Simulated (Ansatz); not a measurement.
# Moving the knobs of a GW run on InSe (R3m)

A base run on InSe (R3m), then changed inputs.

Main program and level: Ansatz 0.2.0; G0W0 on r2SCAN, plane waves, PAW.

The database entry behind the starting cell differs from later determinations by our own check (c about 1.5 % long), so it need not match the best structure at ambient conditions.

## (1) The structure

The structure is trigonal, space group R3m (No. 160). Conventional cell: a = 4.000 Å, b = 4.000 Å, c = 25.320 Å, α = 90.00°, β = 90.00°, γ = 120.00°. Nearest to In lie 3 Se at 2.64 Å and 1 In at 2.82 Å. Nearest to In lie 3 Se at 2.63 Å and 1 In at 2.82 Å. Se has 3 In at 2.64 Å nearest. Se has 3 In at 2.63 Å nearest. Farther neighbours and most contacts between anions are not listed.

The cell and positions come from the Crystallography Open Database and are kept as given unless a step says otherwise. The default PAW set here is soft_2. Its files were made with PBE.

## (2) The base run: 4×4×4 mesh, 349 empty bands, screening to 120 eV, plasmon pole

G0W0 replaces the xc potential by the self-energy, built once from these orbitals. Only a window of levels is corrected, while the sums run over the empty bands that the input names.

input.yaml reads:

```yaml
crystal:
  lattice:
    - [2.0, 1.1547005384, 8.44]
    - [-2.0, 1.1547005384, 8.44]
    - [0.0, -2.3094010768, 8.44]
  atoms:
    - { symbol: In, position: [0.0, 0.0, 0.0] }
    - { symbol: In, position: [0.1114, 0.1114, 0.1114] }
    - { symbol: Se, position: [0.6165, 0.6165, 0.6165] }
    - { symbol: Se, position: [0.8281, 0.8281, 0.8281] }
kpoints:
  mp_grid: { grid: [4, 4, 4] }
hamiltonian:
  xc: r2scan
scf:
  occupations: { method: fixed }
gw:
  n_empty_bands: 349
  ecut_chi: 120
  qp_bands: [v2, c2]
  qp_kpoints: band_edges
  screening: { model: godby_needs }
```

Launch:

```sh
ansatz run input.yaml --threads 3 --pin off --max-ram 92160MiB --backend cuda --events-out ev --progress --plain --runs-dir out --devices 1 --max-vram 13GiB  # rebuilt from the run's record
```

Numbers of over 12 decimals in the logs are rounded to 6 here.

Log:

```text
GPUs: using 1 of 1 available (devices: 1).
Engine: ansatz 0.2.0, x86_64-unknown-linux-gnu
Pseudopotentials: kind: paw
Pseudopotential: In, paw, valence charge 13, recommended cutoff 500 eV (meta_gga), In.paw.azcp
Pseudopotential: Se, paw, valence charge 16, recommended cutoff 500 eV (meta_gga), Se.paw.azcp
Functional definition: r2SCAN
  parameter k0 = 0.174
  parameter k1 = 0.065
  parameter a1 = 4.9479
  exchange = r2scan_x(k0 = k0, k1 = k1, a1 = a1)
  correlation = r2scan_c
device memory: the entry about to start is reckoned to put 3.8 GiB on a device that reports 47.6 GiB free (of which the cap on the GPU budget leaves the run 13.0 GiB)
GPU FFT provider: cuFFT
GPU libraries: cuBLAS 13.8.2, cuFFT 12.4.0, cuSOLVER 12.3.4
Crystal: 4 atoms, lattice volume = 116.948 Å³
Basis set: ecut = 500 eV, 2965 PW (Γ), exchange–correlation on 256×256×256 points (64 copies of the dense FFT grid, shifted against one another)
Bands: 35, of which v1, the nominal top of the filled ones, is band 29 counted from 1 (28 counted from 0)
Symmetry: 6 space group operations
Space group: R3m (ITA 160), of the structure as read, at distance tolerance 4.9e-5 Å
k-points: 13 of 64 (time reversal used)
Non-local potential: In, projectors of the file, l = 0: 2, l = 1: 2, l = 2: 2, l = 3: 2
Non-local potential: Se, projectors of the file, l = 0: 2, l = 1: 2, l = 2: 3, l = 3: 1
PAW form: soft (Blöchl's): semilocal exchange-correlation on the pseudo side does not see the compensation charge
PAW frozen core: In, regenerated for the run's functional (the file was generated under x = pbe(κ = 0.804, μ = 0.219515), c = pbe(β = 0.066725))
PAW frozen core: Se, regenerated for the run's functional (the file was generated under x = pbe(κ = 0.804, μ = 0.219515), c = pbe(β = 0.066725))
PAW one-centre angular grid: In, 590 points (default); XC on 289 of its mesh's 2783 points in the sphere
PAW one-centre angular grid: Se, 590 points (default); XC on 160 Gauss nodes
Initial density: superposition of atomic densities (neutral atoms: chi_scale 0, normalization atom), corrected by the library's trained network
Initial wavefunctions: pseudopotential atomic-orbital guess
GPU buffer pool allocated for 262144 grid points (all kernels)
GPU transforms: local potential and band sums: pruned to the plane-wave sphere, on 64×64×64
Functional: x = r2scan, c = r2scan; τ floored in thin density (d = 2e-4 eV/Å³)
SCF iter   1: F=—  HF=-22182.513806 eV  |F-HF|=—  |Δ(HF+E_count)|=         —  Δρ=6.19e-3  dr2=3.79e-2  dr2_τ=1.63e-2  ethr=1.77e-3  ⟨swp⟩=5.0  Hψ=1636  notcnv=0  defer=52
preconditioner: auto → Resta (q_TF=auto, 2.427 Å⁻¹)  ε∞=3.0  [insulator: Δε(μ)=0.846 eV  Ē_g=14.825 eV  n_scr=30 (ndim 8)  ℏωp=21.2 eV  f_vac=0.087  ε∞_Penn≈3.0]
[...]
E_nonlocal   = -454.896020
  E_hartree    = 3656.947070
  E_xc         = -598.131109
  E_vxc        = -424.333526  (∫ρ·V_xc dr)
  E_paw        = -12219.731579  (= ΣΔE_a)
  E_vpaw       = -213.030871  (= ΣTr[D̂ρ^β])
  E_aug_tail   = -0.000403  (compensation charges beyond the density's cutoff)
  E_vtau       = 25.147901  (kinetic-family band-sum trace: ∫τ·v_τ [+ j·A + Jᵃ·Aᵃ] dr)
  E_ewald      = -5364.203816
  E_core_change = -1.598449  (= ΣΔE_core)
  E_smearing   = -0.000000  (= −TS)
  E_closure    = 0.000000  (closes the sum)
  Σ components = -22182.526813   (vs F -22182.526813, Δ=0.00e0)
--- Band table (eV; the first three rows and the last of 13) ---
  k-point 0: bands = [... 25 lower, 5.6972, 5.6972, 5.7897, 5.7897, 9.1163, 9.6448, 11.8005, 11.8005, ... 2 higher]
  k-point 1: bands = [... 25 lower, 4.9589, 5.0949, 5.2313, 6.0258, 9.4079, 9.6048, 11.5174, 11.7386, ... 2 higher]
  k-point 2: bands = [... 25 lower, 4.6266, 4.6374, 4.7376, 5.3410, 8.5521, 9.3540, 11.0638, 11.4251, ... 2 higher]
  k-point 12: bands = [... 25 lower, 5.6266, 5.8666, 5.8666, 7.0613, 7.9252, 9.6901, 11.7184, 11.7184, ... 2 higher]
--- G₀W₀: ω_p = 26.1502 eV, 64 q-points, 349 empty bands' worth ---
  eigenvalues of the whole cell's RPA ε∞ on this k-mesh (on a slab, of 1 + 4πα/V) = 7.9562, 7.9562, 10.4949; static W/v taken at q = 0 is 0.131159
  GN-PPA: 3102658/7798789 pairs with Re ω̃² < 0 across q-mesh
  gw.qp_kpoints: band_edges: 9 of 13 stored k-points solved, in 1 pass; an edge of the gap read off the rows below is read off those points alone
    valence top: of the k-points left out ik 8 came nearest to being solved in a further pass, in band 29 (counted from 1, as in the quasiparticle table): it holds the edge there only if its correction is more favourable than any solved in that band by at least 0.738 eV; those differ by 0.180 eV
    conduction bottom: of the k-points left out ik 7 came nearest to being solved in a further pass, in band 30 (counted from 1, as in the quasiparticle table): it holds the edge there only if its correction is more favourable than any solved in that band by at least 0.606 eV; those differ by 0.245 eV
    ik  band        ε_KS         Σx   Σc(E_QP)       V_xc       Z   E_QP_lin       E_QP  E_QP is
     1    28      5.2313   -17.6798     1.8733   -15.3716  0.7917     4.7951     4.7964  root
     1    29      6.0258   -15.7995     1.2939   -14.0203  0.7985     5.5392     5.5405  root
     1    30      9.4079    -7.7182    -3.7146   -11.5787  0.8170     9.5539     9.5537  root
     1    31      9.6048    -9.7495    -3.7463   -13.8096  0.8088     9.9192     9.9186  root
     2    28      4.7376   -17.2834     1.9859   -14.8170  0.7899     4.2555     4.2571  root
     2    29      5.3410   -15.5083     1.4052   -13.5842  0.7976     4.8205     4.8221  root
     2    30      8.5521    -7.7342    -3.3819   -11.1958  0.8188     8.6317     8.6317  root
     2    31      9.3540    -9.6547    -3.7334   -13.6887  0.8103     9.6551     9.6546  root
[...]
12    28      5.8666   -18.3293     1.7729   -16.1895  0.7925     5.4989     5.4997  root
    12    29      7.0613   -16.3134     0.8753   -15.0772  0.7996     6.7000     6.7005  root
    12    30      7.9252   -10.1624    -3.2541   -13.6002  0.8156     8.1090     8.1088  root
    12    31      9.6901    -8.0609    -3.9939   -12.2070  0.8171     9.8424     9.8422  root
[key lines of the parts left out:]
SCF converged after 7 iterations
Free energy (F): -22182.526813 eV
Fermi energy:    7.061300 eV
```

Elapsed: 73 s, on 1 × NVIDIA H100 80GB HBM3 (shared by 6 runs) with 3 threads of AMD EPYC 7R13 (Zen 3), shared host; peak memory 3.1 GiB; 2.6 min of CPU time.

This step gave:

```yaml
bands_summed: 378
plasmon_pole_fit_frequency: 26.15 eV
rpa_eps_infinity_on_this_mesh_eigenvalues: 7.956, 7.956, 10.49
plane_waves_in_the_screening_matrix: 363
q_points_in_the_mesh: 64
g0w0_gap_on_the_mesh: 1.408 eV
k_of_the_valence_top: -0.5, -0.5, -0.5
k_of_the_conduction_bottom: -0.5, -0.5, -0.5
starting_gap_on_the_mesh: 0.8639 eV
z_at_the_valence_top: 0.7996
z_at_the_conduction_bottom: 0.8156
least_direct_g0w0_gap_on_the_computed_points: 1.408 eV
```

The gap on the mesh goes from 0.86 eV to 1.41 eV, a correction of +0.54 eV. Between the two edge states, bare exchange in place of the xc potential would open the gap by 4.67 eV, and correlation takes back 4.13 eV.

## (3) Variant: plasmon pole at a typed frequency

input.yaml: that of step 2 with these lines changed.

```diff
@@ -17,4 +17,4 @@
 gw:
-  n_empty_bands: 349
-  ecut_chi: 120
+  n_empty_bands: 265
+  ecut_chi: 100
   qp_bands: [v2, c2]
@@ -22 +22,2 @@
   screening: { model: godby_needs }
+  plasmon_pole_fit_frequency: 10
```

Log:

```text
GPUs: using 1 of 1 available (devices: 1).
[...]
GPU FFT provider: cuFFT
GPU libraries: cuBLAS 13.8.2, cuFFT 12.4.0, cuSOLVER 12.3.4
Crystal: 4 atoms, lattice volume = 116.948 Å³
Basis set: ecut = 500 eV, 2965 PW (Γ), exchange–correlation on 256×256×256 points (64 copies of the dense FFT grid, shifted against one another)
Bands: 35, of which v1, the nominal top of the filled ones, is band 29 counted from 1 (28 counted from 0)
Symmetry: 6 space group operations
[...]
k-points: 13 of 64 (time reversal used)
[...]
GPU buffer pool allocated for 262144 grid points (all kernels)
[...]
SCF iter   1: F=—  HF=-22182.513806 eV  |F-HF|=—  |Δ(HF+E_count)|=         —  Δρ=6.19e-3  dr2=3.79e-2  dr2_τ=1.63e-2  ethr=1.77e-3  ⟨swp⟩=5.0  Hψ=1636  notcnv=0  defer=52
[...]
SCF iter   7: F=-22182.526813 eV  HF=-22182.526813 eV  |F-HF|=1.94e-8  |Δ(HF+E_count)|=   2.42e-7  Δρ=4.89e-6  dr2=3.93e-8  dr2_τ=2.17e-9  ethr=1.72e-10  ⟨swp⟩=9.5  Hψ=1740  notcnv=0
SCF 1 converged in 7 iterations: F = -22182.526813 eV  dr2 = 3.93e-8
[...]
NSCF: frozen V_eff on 13 k-points
[...]
G₀W₀ screening: q 1/13
[... further progress lines ...]
[...]
SCF converged after 7 iterations
Free energy (F): -22182.526813 eV
[...]
Internal energy: -22182.526813 eV  (E = F + TS)
E sigma→0 (E₀):  -22182.526813 eV
Fermi energy:    7.061300 eV
[...]
--- Band table (eV; the first three rows and the last of 13) ---
  k-point 0: bands = [... 25 lower, 5.6972, 5.6972, 5.7897, 5.7897, 9.1163, 9.6448, 11.8005, 11.8005, ... 2 higher]
  k-point 1: bands = [... 25 lower, 4.9589, 5.0949, 5.2313, 6.0258, 9.4079, 9.6048, 11.5174, 11.7386, ... 2 higher]
  k-point 2: bands = [... 25 lower, 4.6266, 4.6374, 4.7376, 5.3410, 8.5521, 9.3540, 11.0638, 11.4251, ... 2 higher]
  k-point 12: bands = [... 25 lower, 5.6266, 5.8666, 5.8666, 7.0613, 7.9252, 9.6901, 11.7184, 11.7184, ... 2 higher]
--- G₀W₀: ω_p = 10.0000 eV, 64 q-points, 265 empty bands' worth ---
[...]
GN-PPA: 1700872/4490401 pairs with Re ω̃² < 0 across q-mesh
[...]
1    28      5.2313   -17.6798     2.0979   -15.3716  0.7649     5.0206     5.0210  root
     1    29      6.0258   -15.7995     1.5190   -14.0203  0.7716     5.7651     5.7656  root
     1    30      9.4079    -7.7182    -3.5455   -11.5787  0.7931     9.7237     9.7229  root
     1    31      9.6048    -9.7495    -3.5671   -13.8096  0.7846    10.0997    10.0978  root
     2    28      4.7376   -17.2834     2.2146   -14.8170  0.7622     4.4852     4.4858  root
     2    29      5.3410   -15.5083     1.6374   -13.5842  0.7697     5.0536     5.0543  root
     2    30      8.5521    -7.7342    -3.2156   -11.1958  0.7957     8.7985     8.7981  root
     2    31      9.3540    -9.6547    -3.5519   -13.6887  0.7862     9.8380     9.8361  root
[...]
12    28      5.8666   -18.3293     1.9934   -16.1895  0.7671     5.7201     5.7203  root
    12    29      7.0613   -16.3134     1.0943   -15.0772  0.7747     6.9193     6.9195  root
    12    30      7.9252   -10.1624    -3.0605   -13.6002  0.7938     8.3033     8.3025  root
    12    31      9.6901    -8.0609    -3.8265   -12.2070  0.7946    10.0105    10.0097  root
```

The job ended after 59 s (1 × NVIDIA H100 80GB HBM3 (shared by 6 runs) with 3 threads; peak memory 2.6 GiB; 2.2 min of CPU time).

The G0W0 gap on the mesh is 1.383 eV.

Against the base:

| setting | base | variant |
| --- | --- | --- |
| empty bands | 349 | 265 |
| screening cutoff (eV) | 120 | 100 |
| plasmon pole fit frequency | - | 10 |

| quantity | variant | base |
| --- | --- | --- |
| starting gap on the mesh | 0.864 | 0.864 |
| G0W0 gap on the mesh | 1.383 | 1.408 |
| least direct G0W0 gap on the computed points | 1.383 | 1.408 |
| Z at the valence top | 0.775 | 0.800 |
| Z at the conduction bottom | 0.794 | 0.816 |

## (4) Summary of results

* base: 1.41 eV, 73 s
* plasmon pole at a typed frequency: 1.38 eV, 59 s

Plasmon pole at a typed frequency: the gap moves by −0.03 eV. The variant differs from the base in empty bands, screening cutoff and plasmon pole fit frequency together, so the change can't be laid to one of them. All runs here use a coarse mesh and modest cutoffs; they test settings and are not final values. The many-body steps are scalar-relativistic: spin-orbit coupling is not in them.

[Paths, hosts, dates, memory and timing lines, banners, echoed tables and standing remarks are left out of the program output.]

[Logs are printed without paths, hosts, clocks, repeated set-up lines and the standing remarks that a program may print on its own settings, such as how far it seeks lower states.]

[Runs of the session that timed out or met a known fault of the program may be left out.]

[Cells called generated may have been cut or substituted from an entry of the Crystallography Open Database or the Materials Project.]

[Hosts, paths, dates, database ids (printed as entryN), source tags and the programs' standing remarks are cut or masked in the printed files.]
